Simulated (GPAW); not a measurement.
# Quasiparticle gap of BaTiO3 (P4mm) in GPAW

Aim: the G0W0 gap of BaTiO3 (P4mm) on PBE, step by step.

Main program and level: GPAW 26.7.0; PBE and many-body steps on it, plane waves.

The database entry behind the starting cell differs from later determinations by our own check (c/a about 0.6 % short), so it need not match the best structure at ambient conditions.

### Step 1. Set-up

The structure is tetragonal, space group P4mm (No. 99). Conventional cell: a = 4.000 Å, b = 4.000 Å, c = 4.018 Å, α = 90.00°, β = 90.00°, γ = 90.00°. Ba has 12 O at 2.79 to 2.88 Å nearest. Ti has 6 O at 1.89 to 2.13 Å nearest. Nearest to O lie 2 Ti at 1.89 to 2.13 Å and 4 Ba at 2.83 Å. Nearest to O lie 2 Ti at 2.00 Å and 4 Ba at 2.79 to 2.88 Å. Farther neighbours and most contacts between anions are not listed.

The cell and positions come from the Crystallography Open Database and are kept as given unless a step says otherwise. Spin-orbit coupling is left out unless a step names it.

### Step 2. Ground state

This step: GPAW 26.7.0; DFT, PBE, plane waves, PAW.

The ground-state density comes first.

run.py reads:

```python
import json
import numpy as np
from gpaw.mpi import world
from ase import Atoms
from gpaw import GPAW, PW, FermiDirac

atoms = Atoms(['Ba', 'Ti', 'O', 'O', 'O'],
    cell=[[3.9998000000, 0.0000000000, 0.0000000000],
      [0.0000000000, 3.9998000000, 0.0000000000],
      [0.0000000000, 0.0000000000, 4.0180000000]],
    scaled_positions=[[0.0000000000, 0.0000000000, 0.0000000000],
      [0.5000000000, 0.5000000000, 0.4900000000],
      [0.5000000000, 0.5000000000, 0.0190000000],
      [0.5000000000, 0.0000000000, 0.5170000000],
      [0.0000000000, 0.5000000000, 0.5170000000]],
    pbc=(True, True, True))
calc = GPAW(mode=PW(600),
    xc='PBE',
    kpts={'size': (6, 6, 6), 'gamma': True},
    occupations=FermiDirac(0.001),
    nbands=-8,
    convergence={'density': 1e-6, 'bands': -3},
    maxiter=100,
    txt='gs.txt')
atoms.calc = calc
res = {'energy': atoms.get_potential_energy()}
kpts = calc.get_ibz_k_points()
res['kpts'] = kpts
res['eigenvalues'] = [calc.get_eigenvalues(kpt=k) for k in range(len(kpts))]
res['n_electrons'] = calc.get_number_of_electrons()
calc.write('gs.gpw')

if world.rank == 0:
    with open('result.json', 'w') as f:
        json.dump(res, f, default=lambda x: x.tolist())
```

Run with:

```console
> mpirun -n 4 gpaw python run.py
```

Numbers of over 12 decimals in the logs are rounded to 6 here.

What it wrote:

```text
__  _  _
 | _ |_)|_||  |
 |__||  | ||/\| - 26.7.0

Input parameters:
  mode=PW(ecut=600.0),
  convergence={'density': 1e-06, 'bands': -3},
  kpts=MonkhorstPack(size=(6, 6, 6), gamma=True),
  maxiter=100,
  nbands=-8,
  occupations=Occupations(name='fermi-dirac', width=0.001, fixmagmom=False),
  xc=XC(name='PBE')
  [... matrices ...]
Diagonalizing LCAO Hamiltonian
Converting LCAO to pw mode
   .---------.
  /|         |
 * |         |
 |O|         |
 | |  OTi    |
 | .---------.
 |/    O    /
 Ba--------*

Atoms  # Å, Bohr magnetons
|   | symbol |        x |        y |        z |    initial magnetic moments |
| 0 |     Ba | 0.000000 | 0.000000 | 0.000000 | ( 0.0000,  0.0000,  0.0000) |
| 1 |     Ti | 1.999900 | 1.999900 | 1.968820 | ( 0.0000,  0.0000,  0.0000) |
| 2 |      O | 1.999900 | 1.999900 | 0.076342 | ( 0.0000,  0.0000,  0.0000) |
| 3 |      O | 1.999900 | 0.000000 | 2.077306 | ( 0.0000,  0.0000,  0.0000) |
| 4 |      O | 0.000000 | 1.999900 | 2.077306 | ( 0.0000,  0.0000,  0.0000) |

Unit cell  # Å
| periodic |        x |        y |        z |  lengths |    angles |
|      yes | 3.999800 | 0.000000 | 0.000000 | 3.999800 | 90.000000 |
|      yes | 0.000000 | 3.999800 | 0.000000 | 3.999800 | 90.000000 |
|      yes | 0.000000 | 0.000000 | 4.018000 | 4.018000 | 90.000000 |

Number of symmetries: 8
Symmetry operations  # r_c * U_cc + t_c -> r_c
|   | kind |            matrix            |
| 0 |  E   |  1, 0, 0,  0, 1, 0,  0, 0, 1 |
| 1 |  σ   |  1, 0, 0,  0,-1, 0,  0, 0, 1 |
| 2 |  σ   |  0, 1, 0,  1, 0, 0,  0, 0, 1 |
| 3 |  C4  |  0, 1, 0, -1, 0, 0,  0, 0, 1 |
| 4 |  C4  |  0,-1, 0,  1, 0, 0,  0, 0, 1 |
| 5 |  σ   |  0,-1, 0, -1, 0, 0,  0, 0, 1 |
| 6 |  σ   | -1, 0, 0,  0, 1, 0,  0, 0, 1 |
| 7 |  C2  | -1, 0, 0,  0,-1, 0,  0, 0, 1 |

BZ-sampling:
  Number of BZ points: 216
  Number of IBZ points: 40

  Monkhorst-Pack size: [6, 6, 6]
  Monkhorst-Pack shift: [0.083333, 0.083333, 0.083333]

K-points  # in reciprocal-cell coordinates
|     |                                coordinates |     weight |
|   0 | (  0.00000000,   0.00000000,   0.00000000) | 0.00462963 |
|   1 | (  0.00000000,   0.00000000,   0.16666667) | 0.00925926 |
|   2 | (  0.00000000,   0.00000000,   0.33333333) | 0.00925926 |
|   3 | (  0.00000000,   0.00000000,   0.50000000) | 0.00462963 |
|   4 | (  0.16666667,   0.00000000,   0.00000000) | 0.01851852 |
|   5 | (  0.16666667,   0.00000000,   0.16666667) | 0.03703704 |
|   6 | (  0.16666667,   0.00000000,   0.33333333) | 0.03703704 |
|   7 | (  0.16666667,   0.00000000,   0.50000000) | 0.01851852 |
|   8 | (  0.16666667,   0.16666667,   0.00000000) | 0.01851852 |
|   9 | (  0.16666667,   0.16666667,   0.16666667) | 0.03703704 |
| ... |                                            |            |
|  39 | (  0.50000000,   0.50000000,   0.50000000) | 0.00462963 |

Plane wave coefficients: 2176
Cutoff: 600.0 eV

Spin-components: 1 (collinear spins)
Bands:           28
Projectors:      27
Spin-degeneracy: 2
Datatype:        complex128

  Storage: CPU
  Wave functions: 37_721_600 bytes (9_430_400 per core)
  Projectors: 41_763_200 bytes (10_440_800 per core)
  [... matrices ...]
Parallelization:
  kpt:    4
  domain: 1
  band:   1

Density:
  Valence electrons: 40.0
  Components: 1
  Grid points: [24 24 24]
  Charge: 0.0  # |e|

Potential:
  Grid points: [24 24 24]

species:
  Ba:
    name:    Barium
    Z:       56.0
    valence: 10
    core:    46
    charge:  0.0  # [|e|]
    compensation charges:
      type: gauss
      rc: 0.37  # [Å]
      lmax: 2
    cutoffs:
      filter: 2.06  # [Å]
      core: 2.33  # [Å]
    projectors
    | kind |    occ | energy [eV] | rcut [Å] |
    |   5s |  2.000 |     -33.644 |    1.164 |
    |   6s |  2.000 |      -3.229 |    1.164 |
    |   5p |  6.000 |     -18.744 |    1.164 |
    |    p |        |       0.000 |    1.164 |
    |    d |        |       0.000 |    1.164 |
    |    d |        |      27.211 |    1.164 |

    Using partial waves for Ba as LCAO basis

  Ti:
    name:    Titanium
    Z:       22.0
    valence: 12
    core:    10
    charge:  0.0  # [|e|]
    compensation charges:
      type: gauss
      rc: 0.38  # [Å]
      lmax: 2
    cutoffs:
      filter: 2.23  # [Å]
      core: 1.02  # [Å]
    projectors
    | kind |    occ | energy [eV] | rcut [Å] |
    |   3s |  2.000 |     -62.623 |    1.270 |
    |   4s |  2.000 |      -4.466 |    1.270 |
    |   3p |  6.000 |     -38.862 |    1.058 |
    |   4p |  0.000 |      -1.466 |    1.058 |
    |   3d |  2.000 |      -4.258 |    1.058 |
    |    d |        |      22.953 |    1.058 |

    Using partial waves for Ti as LCAO basis

  O:
    name:    Oxygen
    Z:       8.0
    valence: 6
    core:    2
    charge:  0.0  # [|e|]
    compensation charges:
      type: gauss
      rc: 0.21  # [Å]
      lmax: 2
    cutoffs:
      filter: 1.17  # [Å]
      core: 0.83  # [Å]
    projectors
    | kind |    occ | energy [eV] | rcut [Å] |
    |   2s |  2.000 |     -23.961 |    0.688 |
    |   2p |  4.000 |      -9.029 |    0.598 |
    |    s |        |       3.251 |    0.688 |
    |    p |        |      18.182 |    0.598 |
    |    d |        |       0.000 |    0.619 |

    Using partial waves for O as LCAO basis

Reference energy: -250624.413696  # eV

eigensolver:
  PPCG
  Converge bands: -3
  niter=2

density mixing:
  MSR1-Mixer
  Pratt-step length: 0.05
  Maximum mixing coefficient: 0.75
  Old densities: 10
  SVD Regularization: 0.005
  Good broyden scale: 1.0
  Trust region scale: 1.0
  Backstep threshold: 4.0
  History deletion threshold: 6.0
  Fourier metric: weight=20.0, sigma=0.015

occupation numbers:
  Fermi-Dirac:
    width: 0.0010  # eV

poisson solver:
  ecut: 4800.0  # eV

xc functional:
  name: PBE with 2 nearest neighbor stencil

Initialization done in: 4.980 s

convergence criteria:
- Maximum integral of absolute [dens]ity change: 1e-06 electrons / valence electron
- Maximum [total energy] change in last 3 cyles: 0.0005 eV / valence electron
- Maximum integral of absolute [eigenst]ate change: 4e-08 eV^2 / valence electron
maximum number of iterations: 100

SCF iterations
|iter     |     time |      energy | eigst |  dens |
|iter:   1|  |  -44.620265 | +0.56 |       |
|iter:   2|  |  -42.829929 | -0.52 | -0.87 |
|iter:   3|  |  -39.534511 | +0.09 | -0.94 |
|iter:   4|  |  -39.279864 | -0.94 | -1.42 |
|iter:   5|  |  -39.234593 | -1.69 | -1.63 |
|iter:   6|  |  -39.242007 | -3.02 | -1.97 |
|iter:   7|  |  -39.241770c| -3.69 | -2.70 |
|iter:   8|  |  -39.241676c| -4.00 | -2.99 |
|iter:   9|  |  -39.241683c| -5.66 | -3.49 |
|iter:  10|  |  -39.241685c| -5.92 | -3.91 |
|iter:  11|  |  -39.241684c| -7.08 | -4.56 |
|iter:  12|  |  -39.241684c| -7.45c| -5.19 |
|iter:  13|  |  -39.241684c| -7.95c| -5.92 |
|iter:  14|  |  -39.241684c| -8.73c| -6.54c|

Converged in 14 steps
SCF loop duration: 24.536 s (1.753 s/step)
Energy contributions relative to reference atoms: (reference = -250624.413696)
  [... matrices ...]
Energy contributions:
  Kinetic:          43.292384
  Coulomb:         -45.362044
  Zero:              0.576932
  External:          0.000000
  Xc:              -37.748957
  Entropy:          -0.000000
  Spinorbit:         0.000000
  ----------------------------
  Free energy:     -39.241684
  Extrapolated:    -39.241684

dipole moment: (-35.430332, -35.430332, -33.896635)  # |e|*Ang

Fermi level: 8.555
Eigenvalues  # (at kpt = [0.000, 0.000, 0.000])
| band index |      eig [eV] | occ [0-2] |
|          0 |       -48.863 |     2.000 |
|        ... |               |           |
|         12 |         5.362 |     2.000 |
|         13 |         5.362 |     2.000 |
|         14 |         6.445 |     2.000 |
|         15 |         6.445 |     2.000 |
|         16 |         6.537 |     2.000 |
|         17 |         7.383 |     2.000 |
|         18 |         7.398 |     2.000 |
|         19 |         7.398 |     2.000 |
|         20 |         9.489 |     0.000 |
|         21 |         9.702 |     0.000 |
|         22 |         9.702 |     0.000 |
|         23 |        11.684 |     0.000 |
|         24 |        11.779 |     0.000 |
|         25 |        12.696 |     0.000 |
|         26 |        12.761 |     0.000 |
|         27 |        15.010 |     0.000 |

Gap: 1.813 eV
Transition (v -> c):
  (s=0, k=39, n=19, [0.50, 0.50, 0.50]) -> (s=0, k=0, n=20, [0.00, 0.00, 0.00])
Direct/indirect transitions are different
Direct gap: 2.091 eV
Transition at: (s=0, k=0, n=19, [0.00, 0.00, 0.00])
# Writing to gs.gpw (mode='')
  [... matrices ...]
```

Wall time 33 s (4 MPI ranks of Intel Xeon Platinum 8259CL at 2.50GHz (Skylake/Cascade Lake), shared host); peak memory 0.79 GiB; 2.2 min of CPU time.

This step gave:

```yaml
total_energy: -39.24 eV
gap: 1.813 eV
k_of_the_valence_top: 0.5, 0.5, 0.5
k_of_the_conduction_bottom: 0, 0, 0
least_direct_gap: 2.091 eV
```

The gap is indirect, with the least direct gap 0.28 eV higher.

### Step 3. Bands along the symmetry lines

Levels along a band path, at the cheap level, show where the edges lie and whether the meshes to come will hold them.

run.py reads:

```python
import json
import numpy as np
from gpaw.mpi import world
from gpaw import GPAW

path = [[0.000000, 0.000000, 0.000000],
    [0.000000, 0.062500, 0.000000],
    [0.000000, 0.125000, 0.000000],
    [0.000000, 0.187500, 0.000000],
    [0.000000, 0.250000, 0.000000],
    [0.000000, 0.312500, 0.000000],
    [0.000000, 0.375000, 0.000000],
    [0.000000, 0.437500, 0.000000],
    [0.000000, 0.500000, 0.000000],
    [0.062500, 0.500000, 0.000000],
    [0.125000, 0.500000, 0.000000],
    [0.187500, 0.500000, 0.000000],
    [0.250000, 0.500000, 0.000000],
    [0.312500, 0.500000, 0.000000],
    [0.375000, 0.500000, 0.000000],
    [0.437500, 0.500000, 0.000000],
    [0.500000, 0.500000, 0.000000],
    [0.437500, 0.437500, 0.000000],
    [0.375000, 0.375000, 0.000000],
    [0.312500, 0.312500, 0.000000],
    [0.250000, 0.250000, 0.000000],
    [0.187500, 0.187500, 0.000000],
    [0.125000, 0.125000, 0.000000],
    [0.062500, 0.062500, 0.000000],
    [0.000000, 0.000000, 0.000000],
    [0.000000, 0.000000, 0.062500],
    [0.000000, 0.000000, 0.125000],
    [0.000000, 0.000000, 0.187500],
    [0.000000, 0.000000, 0.250000],
    [0.000000, 0.000000, 0.312500],
    [0.000000, 0.000000, 0.375000],
    [0.000000, 0.000000, 0.437500],
    [0.000000, 0.000000, 0.500000],
    [0.000000, 0.062500, 0.500000],
    [0.000000, 0.125000, 0.500000],
    [0.000000, 0.187500, 0.500000],
    [0.000000, 0.250000, 0.500000],
    [0.000000, 0.312500, 0.500000],
    [0.000000, 0.375000, 0.500000],
    [0.000000, 0.437500, 0.500000],
    [0.000000, 0.500000, 0.500000],
    [0.062500, 0.500000, 0.500000],
    [0.125000, 0.500000, 0.500000],
    [0.187500, 0.500000, 0.500000],
    [0.250000, 0.500000, 0.500000],
    [0.312500, 0.500000, 0.500000],
    [0.375000, 0.500000, 0.500000],
    [0.437500, 0.500000, 0.500000],
    [0.500000, 0.500000, 0.500000],
    [0.437500, 0.437500, 0.500000],
    [0.375000, 0.375000, 0.500000],
    [0.312500, 0.312500, 0.500000],
    [0.250000, 0.250000, 0.500000],
    [0.187500, 0.187500, 0.500000],
    [0.125000, 0.125000, 0.500000],
    [0.062500, 0.062500, 0.500000],
    [0.000000, 0.000000, 0.500000],
    [0.000000, 0.500000, 0.000000],
    [0.000000, 0.500000, 0.062500],
    [0.000000, 0.500000, 0.125000],
    [0.000000, 0.500000, 0.187500],
    [0.000000, 0.500000, 0.250000],
    [0.000000, 0.500000, 0.312500],
    [0.000000, 0.500000, 0.375000],
    [0.000000, 0.500000, 0.437500],
    [0.000000, 0.500000, 0.500000],
    [0.500000, 0.500000, 0.000000],
    [0.500000, 0.500000, 0.062500],
    [0.500000, 0.500000, 0.125000],
    [0.500000, 0.500000, 0.187500],
    [0.500000, 0.500000, 0.250000],
    [0.500000, 0.500000, 0.312500],
    [0.500000, 0.500000, 0.375000],
    [0.500000, 0.500000, 0.437500],
    [0.500000, 0.500000, 0.500000]]
calc = GPAW('gs.gpw').fixed_density(kpts=path,
    symmetry='off',
    nbands=30,
    convergence={'bands': 26},
    txt='bands.txt')
res = {}
kpts = calc.get_ibz_k_points()
res['kpts'] = kpts
res['eigenvalues'] = [calc.get_eigenvalues(kpt=k) for k in range(len(kpts))]
res['n_electrons'] = calc.get_number_of_electrons()

if world.rank == 0:
    with open('result.json', 'w') as f:
        json.dump(res, f, default=lambda x: x.tolist())
```

Run with:

```console
> mpirun -n 4 gpaw python run.py
```

What it wrote:

```text
Diagonalizing LCAO Hamiltonian
Converting LCAO to pw mode
convergence criteria:
- Maximum integral of absolute [eigenst]ate change: 4e-08 eV^2 / valence electron
maximum number of iterations: 100

SCF iterations
|iter     |     time |      energy | eigst |  dens |
|iter:   1|  |             | +0.78 |       |
|iter:   2|  |             | -0.69 |       |
|iter:   3|  |             | -1.77 |       |
[...]
|iter:   7|  |             | -6.55 |       |
|iter:   8|  |             | -7.38 |       |
|iter:   9|  |             | -8.11c|       |
SCF steps: 9
  __  _  _
 | _ |_)|_||  |
 |__||  | ||/\| - 26.7.0

Input parameters:
  mode=PW(ecut=600.0),
  convergence={'bands': 26},
  gpts=array([24, 24, 24]),
  kpts=KPoints(kpts=array([[0.    , 0.    , 0.    ],
         [0.    , 0.0625, 0.    ],
         [0.    , 0.125 , 0.    ],
         [0.    , 0.1875, 0.    ],
         [0.    , 0.25  , 0.    ],
         [0.    , 0.3125, 0.    ],
         [0.    , 0.375 , 0.    ],
[...]
[0.0625, 0.5   , 0.    ],
[...]
[0.1875, 0.5   , 0.    ],
[...]
[0.3125, 0.5   , 0.    ],
[...]
[0.4375, 0.4375, 0.    ],
[...]
[0.3125, 0.3125, 0.    ],
[...]
[0.1875, 0.1875, 0.    ],
[...]
[0.    , 0.    , 0.0625],
[...]
[0.    , 0.    , 0.1875],
[...]
[0.    , 0.    , 0.3125],
[...]
[0.    , 0.3125, 0.5   ],
[...]
[0.    , 0.4375, 0.5   ],
[...]
[0.3125, 0.5   , 0.5   ],
[...]
[0.4375, 0.5   , 0.5   ],
[...]
[0.1875, 0.1875, 0.5   ],
[...]
[0.0625, 0.0625, 0.5   ],
[...]
[0.5   , 0.5   , 0.25  ],
         [0.5   , 0.5   , 0.3125],
         [0.5   , 0.5   , 0.375 ],
         [0.5   , 0.5   , 0.4375],
         [0.5   , 0.5   , 0.5   ]])),
  maxiter=100,
  nbands=30,
  occupations=Occupations(name='fermi-dirac', width=0.001, fixmagmom=False),
  parallel={},
  symmetry=Symmetry(point_group=False, time_reversal=False),
  xc=XC(name='PBE')
```

It took 37 s on 4 MPI ranks; peak memory 0.91 GiB; 2.5 min of CPU time.

Numbers from this step:

```yaml
gap: 1.813 eV
k_of_the_valence_top: 0.5, 0.5, 0.5
k_of_the_conduction_bottom: 0, 0, 0
least_direct_gap: 2.091 eV
```

The gap is 1.813 eV, as in the run before at this level.

The electronic bands at the labelled points (eV, zero at the top of the highest filled band):

| point | band 17 | band 18 | band 19 | band 20 | band 21 | band 22 | band 23 | band 24 |
| --- | --- | --- | --- | --- | --- | --- | --- | --- |
| Γ | -1.14 | -0.29 | -0.28 | -0.28 | 1.81 | 2.03 | 2.03 | 4.01 |
| halfway | -1.53 | -1.23 | -0.66 | -0.56 | 2.09 | 2.76 | 2.78 | 4.08 |
| X | -1.82 | -1.72 | -0.93 | -0.83 | 2.16 | 3.53 | 3.56 | 4.07 |
| halfway | -1.50 | -1.46 | -1.07 | -0.50 | 2.83 | 3.56 | 3.67 | 4.65 |
| M | -1.75 | -0.97 | -0.97 | -0.08 | 3.57 | 3.57 | 3.97 | 4.73 |
| halfway | -1.72 | -1.09 | -0.90 | -0.49 | 2.70 | 2.89 | 3.11 | 4.60 |
| Γ | -1.14 | -0.29 | -0.28 | -0.28 | 1.81 | 2.03 | 2.03 | 4.01 |
| halfway | -1.57 | -1.27 | -0.50 | -0.50 | 1.89 | 2.86 | 2.86 | 4.01 |
| Z | -1.93 | -1.93 | -0.69 | -0.69 | 1.97 | 3.59 | 3.59 | 4.01 |
| halfway | -1.41 | -1.27 | -1.10 | -0.58 | 2.82 | 3.59 | 3.66 | 4.67 |
| R | -1.71 | -0.90 | -0.88 | -0.16 | 3.55 | 3.60 | 3.96 | 4.85 |
| halfway | -2.47 | -0.57 | -0.52 | -0.12 | 3.85 | 3.85 | 4.08 | 6.20 |
| A | -2.40 | -0.08 | -0.08 | 0.00 | 4.20 | 4.20 | 4.20 | 6.57 |
| halfway | -2.16 | -0.89 | -0.66 | -0.57 | 3.31 | 3.74 | 3.77 | 5.91 |
| Z | -1.93 | -1.93 | -0.69 | -0.69 | 1.97 | 3.59 | 3.59 | 4.01 |
| jump to X | -1.82 | -1.72 | -0.93 | -0.83 | 2.16 | 3.53 | 3.56 | 4.07 |
| halfway | -1.39 | -1.38 | -1.16 | -0.57 | 2.92 | 3.54 | 3.67 | 4.69 |
| R | -1.71 | -0.90 | -0.88 | -0.16 | 3.55 | 3.60 | 3.96 | 4.85 |
| jump to M | -1.75 | -0.97 | -0.97 | -0.08 | 3.57 | 3.57 | 3.97 | 4.73 |
| halfway | -2.50 | -0.61 | -0.61 | -0.04 | 3.86 | 3.86 | 4.08 | 6.09 |
| A | -2.40 | -0.08 | -0.08 | 0.00 | 4.20 | 4.20 | 4.20 | 6.57 |

### Step 4. Empty states on the mesh, 4×4×4 mesh, 768 bands

The sums over transitions need many empty states on a uniform mesh; this step solves for them.

run.py reads:

```python
import json
import numpy as np
from gpaw.mpi import world
from gpaw import GPAW

calc = GPAW('gs.gpw').fixed_density(kpts={'size': (4, 4, 4), 'gamma': True},
    parallel={'domain': 1, 'band': 1},
    txt='nscf.txt')
calc.diagonalize_full_hamiltonian(nbands=768)
calc.write('full.gpw', mode='all')
res = {}
kpts = calc.get_ibz_k_points()
res['kpts'] = kpts
res['eigenvalues'] = [calc.get_eigenvalues(kpt=k) for k in range(len(kpts))]
res['n_electrons'] = calc.get_number_of_electrons()

if world.rank == 0:
    with open('result.json', 'w') as f:
        json.dump(res, f, default=lambda x: x.tolist())
```

Run with:

```console
> mpirun -n 4 gpaw python run.py
```

What it wrote:

```text
Diagonalizing LCAO Hamiltonian
Converting LCAO to pw mode
convergence criteria:
- Maximum integral of absolute [eigenst]ate change: 4e-08 eV^2 / valence electron
maximum number of iterations: 100

SCF iterations
|iter     |     time |      energy | eigst |  dens |
|iter:   1|  |             | +0.48 |       |
|iter:   2|  |             | -1.34 |       |
|iter:   3|  |             | -2.46 |       |
[...]
|iter:   7|  |             | -6.40 |       |
|iter:   8|  |             | -7.14 |       |
|iter:   9|  |             | -7.68c|       |
SCF steps: 9
  __  _  _
 | _ |_)|_||  |
 |__||  | ||/\| - 26.7.0

Input parameters:
  mode=PW(ecut=600.0),
  convergence={'density': 1e-06, 'bands': -3},
  gpts=array([24, 24, 24]),
  kpts=MonkhorstPack(size=(4, 4, 4), gamma=True),
  maxiter=100,
  nbands=28,
  occupations=Occupations(name='fermi-dirac', width=0.001, fixmagmom=False),
  parallel={'domain': 1, 'band': 1},
  xc=XC(name='PBE')
Matrix size: 2136x2136
# Writing to full.gpw (mode='all')
  [... matrices ...]

timing:  # [seconds]
  Total: 79.942  # ━━━━━━━━━━━━━━━━━━━━━━━━━━━━━━━━━━━━━━━━━━━━━━━━━━━━━━━━━━
```

Elapsed: 96 s, on 4 MPI ranks; peak memory 2.6 GiB.

Numbers from this step:

```yaml
gap: 1.813 eV
k_of_the_valence_top: 0.5, 0.5, 0.5
k_of_the_conduction_bottom: 0, 0, 0
least_direct_gap: 2.091 eV
k_points_computed: 18
lowest_point_of_the_top_converged_band_above_the_valence_top: 282.4621 eV
```

On this mesh the gap is 1.813 eV.

(Part 1 of 2 ends here.)

[Paths, hosts, dates, memory and timing lines, banners, echoed tables and standing remarks are left out of the program output.]

[Logs are printed without paths, hosts, clocks, repeated set-up lines and the standing remarks that a program may print on its own settings, such as how far it seeks lower states.]

[Runs of the session that timed out or met a known fault of the program may be left out.]

[Hosts, paths, dates, database ids (printed as entryN), source tags and the programs' standing remarks are cut or masked in the printed files.]
